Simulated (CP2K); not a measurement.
Consider 2-methoxyimidazole at its PBE geometry (Å).

```xyz
13

C     2.3441    0.2834   -0.0171
O     1.2902   -0.4749   -0.6550
C     0.0525   -0.1852   -0.1951
N    -0.2882    0.6647    0.7511
C    -1.6756    0.5635    0.8249
C    -2.1516   -0.3488   -0.0828
N    -1.0208   -0.8298   -0.7429
H     2.3623    0.0803    1.0618
H     3.2697   -0.0543   -0.4929
H     2.1920    1.3591   -0.1760
H    -2.2411    1.1587    1.5337
H    -3.1474   -0.6999   -0.3229
H    -0.9860   -1.5169   -1.4867
```

Method: CP2K XAS_TDP, all-electron GAPW, PBEh(45%), aug-cc-pVDZ, TDA, GW2X-corrected core level, no relativity.

**Question.** Predict the bright core excitations at the C K edge.

Leading lines: C1 291.52 eV, C3 290.17 eV, C5 288.31 eV and C6 288.60 eV. The leading line of an atom is its first one with 35 % of the strongest within 2.5 eV of its lowest line over the strength cut. Core ionisation energies at this level: C3 294.49, C5 292.01, C1 294.00 and C6 292.39 eV.

The first six lines of each atom with a strength over 0.0015:

```
                     atom  energy (eV)  states  strength, one atom  above the computed threshold
 C1 (bonded to O and 3 H)       291.52       1              0.0420                              
                                292.80       1              0.0235                              
                                292.90       1              0.0227                              
                                293.17       1              0.0031                              
                                293.82       1              0.0017                              
                                294.14       1              0.0038                           yes
 C3 (bonded to 2 N and O)       290.17       1              0.0690                              
                                293.38       1              0.0074                              
                                293.60       1              0.0034                              
                                294.29       1              0.0025                              
                                295.26       1              0.0044                           yes
                                295.28       1              0.0055                           yes
C5 (bonded to C, N and H)       288.31       1              0.0524                              
                                290.40       1              0.0068                              
                                290.89       1              0.0027                              
                                291.32       1              0.0016                              
                                291.62       1              0.0018                              
                                292.51       1              0.0059                           yes
C6 (bonded to C, N and H)       288.60       1              0.0500                              
                                290.32       1              0.0104                              
                                291.14       1              0.0039                              
                                291.96       1              0.0029                              
                                292.43       1              0.0034                           yes
                                292.67       1              0.0145                           yes
```

Lines are vertical, at one geometry, with no vibrational structure. GW2X ionisation energies and lines can be off by 1 to 2 eV either way, and a good line position may hide errors that cancel. These values hold no scalar relativity, about 0.1 eV for C 1s. Rydberg lines, and the discretised continuum above threshold, depend on the basis and the box.

[Banner, clock and machine lines of the logs are left out without a mark of their own.]

[Logs are printed without paths, hosts, clocks, repeated set-up lines and the standing remarks that a program may print on its own settings, such as how far it seeks lower states.]

[Hosts, paths, dates, database ids (printed as entryN), source tags and the programs' standing remarks are cut or masked in the printed files.]
